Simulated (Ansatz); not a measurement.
# One crystal, many levels of theory: SiO2 (P4_32_12), part 2 of 2

What gap does each level of theory give for SiO2 (P4_32_12), and in what time?

Ansatz 0.2.0; density functionals, hybrids and G0W0, plane waves, PAW. Known limits of the many-body steps: finite bands, screening cutoff and k mesh; no spin-orbit coupling in G0W0.

So far. Step 5 (G0W0@LDA, 4×4×2 mesh, 862 empty bands, screening to 180 …): Over 11 of 12 irreducible mesh points the G0W0 gap is 8.687 eV, direct, at k = Γ. The LDA gap of this run on the mesh is 5.480 eV. The two states that bound the G0W0 gap lie that far apart at the start, so the correction of the gap is 8.687 − 5.480 = +3.207 eV. Step 6 (G0W0@HSE06, 4×4×2 mesh, 400 empty bands, screening to …): Over 11 of 12 irreducible mesh points the G0W0 gap is 9.348 eV, direct, at k = Γ.

In doubt: masses and optical values from hybrid runs of this build are listed as unsure (steps 6, 7), which bears on the screening that GW takes from such a start.

**7. G0W0@PBE0, 4×4×2 mesh, 400 empty bands, screening to 108 eV, PAW set soft_1 files**

This step: G0W0 on PBE0, plane waves, PAW; PAW set soft_1.

File input.yaml:

```yaml
crystal:
  lattice:
    - [4.9329, 0.0, 0.0]
    - [0.0, 4.9329, 0.0]
    - [0.0, 0.0, 6.4645]
  atoms:
    - { symbol: Si, position: [0.817705, 0.817705, 0.5] }
    - { symbol: Si, position: [0.682295, 0.317705, 0.25] }
    - { symbol: Si, position: [0.182295, 0.182295, 0.0] }
    - { symbol: Si, position: [0.317705, 0.682295, 0.75] }
    - { symbol: O, position: [0.26834, 0.36457, 0.80193] }
    - { symbol: O, position: [0.13543, 0.76834, 0.55193] }
    - { symbol: O, position: [0.73166, 0.63543, 0.30193] }
    - { symbol: O, position: [0.86457, 0.23166, 0.05193] }
    - { symbol: O, position: [0.76834, 0.13543, 0.44807] }
    - { symbol: O, position: [0.63543, 0.73166, 0.69807] }
    - { symbol: O, position: [0.23166, 0.86457, 0.94807] }
    - { symbol: O, position: [0.36457, 0.26834, 0.19807] }
kpoints:
  mp_grid: { grid: [4, 4, 2] }
hamiltonian:
  xc: pbe0
  pseudopotentials: { kind: paw, azcp: { folder: soft_1 } }
scf:
  occupations: { method: fixed }
gw:
  n_empty_bands: 400
  ecut_chi: 108
  qp_bands: [v4, c4]
  qp_kpoints: band_edges
  screening: { model: contour_deformation }
```

The run is started by

```sh
ansatz run input.yaml --threads 3 --pin off --max-ram 92160MiB --backend cuda --events-out ev --progress --plain --runs-dir out --devices 1 --max-vram 13GiB
```

Numbers of over 12 decimals in the logs are rounded to 6 here.

Output:

```text
GPUs: using 1 of 1 available (devices: 1).
[...]
GPU FFT provider: cuFFT
GPU libraries: cuBLAS 13.8.2, cuFFT 12.4.0, cuSOLVER 12.3.4
Crystal: 12 atoms, lattice volume = 157.304 Å³
Basis set: ecut = 420 eV, 3097 PW (Γ)
Bands: 44, of which v1, the nominal top of the filled ones, is band 32 counted from 1 (31 counted from 0)
Symmetry: 8 space group operations
[...]
k-points: 12 of 32
[...]
0    35     11.9956    -5.9245    -3.4593   -10.2527  0.8881    12.8673    12.8644  root
     0    36     12.6629    -5.7098    -3.4729   -10.0803  0.8887    13.5637    13.5606  root
[...]
11    33     12.3158    -7.5839    -3.3609   -11.9355  0.8818    13.3105    13.3065  root
    11    34     12.3158    -7.5839    -3.3609   -11.9355  0.8818    13.3105    13.3065  root
    11    35     12.3158    -7.5839    -3.3609   -11.9355  0.8818    13.3105    13.3065  root
    11    36     12.3158    -7.5839    -3.3609   -11.9355  0.8818    13.3105    13.3065  root
[key lines of the parts left out:]
Free energy (F): -7098.935116 eV
Fermi energy:    0.458858 eV
```

The job ended after 99 s (1 × NVIDIA H100 80GB HBM3 (shared by 6 runs) with 3 threads of AMD EPYC 7R13 (Zen 3), shared host; peak memory 1.9 GiB; 1.8 min of CPU time).

This step gave:

```
bands summed                                    : 432
RPA ε∞ on this mesh (eigenvalues)               : 2.010, 2.051, 2.051
plane waves in the screening matrix             : 387
G0W0 gap over the corrected points              : 9.557 eV
k of the valence top                            : 0, 0, 0
k of the conduction bottom                      : 0, 0, 0
starting gap on the mesh                        : 8.315 eV
Z at the valence top                            : 0.8429
Z at the conduction bottom                      : 0.8935
least direct G0W0 gap over the corrected points : 9.557 eV
```

Over 11 of 12 irreducible mesh points the G0W0 gap is 9.557 eV, direct, at k = Γ. The PBE0 gap of this run on the mesh is 8.315 eV. The two states that bound the G0W0 gap lie that far apart at the start, so the correction of the gap is 9.557 − 8.315 = +1.242 eV. G0W0@PBE0 against G0W0@HSE06 with 432 bands: 9.557 − 9.348 = +0.209 eV, with the same mesh, files and cutoffs, and both edges at the same k points.

**8. All levels together**

Each gap is the least one over the points named; times are wall times on shared hosts, not benchmarks. A G0W0 time includes the run's own self-consistent start. Runs with listed points see these and the mesh alone, so an edge that moves elsewhere is missed. Rows marked * are further runs, not shown as steps, whose inputs differ from the G0W0 step on the same start in the columns given; solver thresholds can differ too.

| level | mesh | files, cutoff | bands summed, screening | points | gap (eV) | valence top | conduction bottom | least direct gap (eV) | time |
| --- | --- | --- | --- | --- | --- | --- | --- | --- | --- |
| LDA | 6×6×4 | soft_1 PAW, 420 eV | - | mesh and path | 5.480 | Γ | Γ | 5.480 | 17 s |
| HSE06 | 4×4×2 | soft_1 PAW, 420 eV | - | mesh and listed points | 7.550 | Γ | Γ | 7.550 | 29 s |
| PBE0 | 4×4×2 | soft_1 PAW, 420 eV | - | mesh and listed points | 8.315 | Γ | Γ | 8.315 | 28 s |
| G0W0@LDA* | 4×4×2 | soft_1 PAW, 420 eV | 173, 54 eV | 11 of 12 irreducible mesh points | 8.355 | Γ | Γ | 8.355 | 11 s |
| G0W0@LDA* | 4×4×2 | soft_1 PAW, 420 eV | 432, 108 eV | 11 of 12 irreducible mesh points | 8.496 | Γ | Γ | 8.496 | 24 s |
| G0W0@LDA | 4×4×2 | soft_1 PAW, 420 eV | 894, 180 eV | 11 of 12 irreducible mesh points | 8.687 | Γ | Γ | 8.687 | 75 s |
| G0W0@LDA* | 2×2×2 | soft_1 PAW, 420 eV | 432, 108 eV | all 6 irreducible mesh points | 8.516 | Γ | Γ | 8.516 | 13 s |
| G0W0@HSE06 | 4×4×2 | soft_1 PAW, 420 eV | 432, 108 eV | 11 of 12 irreducible mesh points | 9.348 | Γ | Γ | 9.348 | 62 s |
| G0W0@PBE0 | 4×4×2 | soft_1 PAW, 420 eV | 432, 108 eV | 11 of 12 irreducible mesh points | 9.557 | Γ | Γ | 9.557 | 99 s |

**9. Outcome**

```yaml
lda_over_mesh_and_path: 5.480 eV
hse06_over_mesh_and_listed_points: 7.550 eV
pbe0_over_mesh_and_listed_points: 8.315 eV
g0w0_lda_894_bands_4x4x2_over_11_of_12_irreducible_mesh_points: 8.687 eV
g0w0_hse06_over_11_of_12_irreducible_mesh_points: 9.348 eV
g0w0_pbe0_over_11_of_12_irreducible_mesh_points: 9.557 eV
known_limits: finite bands, screening cutoff and k mesh; no spin-orbit coupling in G0W0
```

In words: The rows run from 5.480 eV (LDA) to 9.557 eV (G0W0@PBE0). They differ in mesh, bands and screening cutoff of G0W0 and the points over which the gap was sought as well as in level, so only pairs that share these are like for like. PBE0 against HSE06: 8.315 − 7.550 = +0.765 eV, with the same mesh, files and cutoff, and both edges at the same k points. G0W0@HSE06 against G0W0@LDA with 432 bands: 9.348 − 8.496 = +0.852 eV, with the same mesh, files and cutoffs, and both edges at the same k points. G0W0@PBE0 against G0W0@HSE06 with 432 bands: 9.557 − 9.348 = +0.209 eV, with the same mesh, files and cutoffs, and both edges at the same k points. G0W0@LDA (894 bands, 4×4×2) moves the gap of its own start on the mesh by 8.687 − 5.480 = +3.207 eV, between the same two levels. Both edges that LDA shows over mesh and path lie at k points where levels were corrected. Levels at other points were not corrected, so a lower G0W0 gap elsewhere in the zone is not ruled out. G0W0@HSE06 moves the gap of its own start on the mesh by 9.348 − 7.550 = +1.798 eV, between the same two levels. Both edges that HSE06 shows over mesh and listed points lie at k points where levels were corrected. Levels at other points were not corrected, so a lower G0W0 gap elsewhere in the zone is not ruled out. G0W0@PBE0 moves the gap of its own start on the mesh by 9.557 − 8.315 = +1.242 eV, between the same two levels. Both edges that PBE0 shows over mesh and listed points lie at k points where levels were corrected. Levels at other points were not corrected, so a lower G0W0 gap elsewhere in the zone is not ruled out. For G0W0@LDA: from 173 bands and 54 eV to 894 bands and 180 eV the gap moves by 8.687 − 8.355 = +0.332 eV (rung by rung 8.355, 8.496, 8.687 eV); bands and screening cutoff rise together, so their parts are not told apart. A line in one over the bands through the two highest rungs gives 8.687 + (8.687 − 8.496) × 432 / (894 − 432) = 8.866 eV, and through the pair below 8.496 + (8.496 − 8.355) × 173 / (432 − 173) = 8.590 eV. The two differ by 0.276 eV, not under the 0.030 eV asked, so the law does not hold well over these rungs and the limit is not known. The other G0W0 rows are shown at one basis each (432 bands), so their distance from the limit is not known here. With the 2×2×2 mesh in place of the 4×4×2 mesh and all else as in the G0W0@LDA row with 432 bands, the gap differs by 8.516 − 8.496 = +0.020 eV, and that of the start by 5.479 − 5.480 = −0.001 eV. The G0W0 runs are scalar-relativistic. G0W0@LDA runs of this series with other atomic data on the same mesh, not shown as steps, give 8.517 eV (hard PAW, 930 eV, 432 bands, screening to 108 eV; the table's row with the same empty bands and screening cutoff has 8.496 eV); where bands and cutoffs differ too, the part of the files is not isolated.

[Paths, hosts, dates, memory and timing lines, banners, echoed tables and standing remarks are left out of the program output.]

[Logs are printed without paths, hosts, clocks, repeated set-up lines and the standing remarks that a program may print on its own settings, such as how far it seeks lower states.]

[Runs of the session that timed out or met a known fault of the program may be left out.]

[Cells called generated may have been cut or substituted from an entry of the Crystallography Open Database or the Materials Project.]

[Hosts, paths, dates, database ids (printed as entryN), source tags and the programs' standing remarks are cut or masked in the printed files.]

[Where an RPA ε∞ is given, it is that of the G0W0 mesh and is not shown converged in it. Names of k-points follow the symmetry that the program found, which can be lower than the space group named. Band edges on a path are those of the sampled points; other points can move an edge, and change direct to indirect where valleys lie close.]

[Hybrid gaps are those of their k-mesh and are not shown converged in it.]
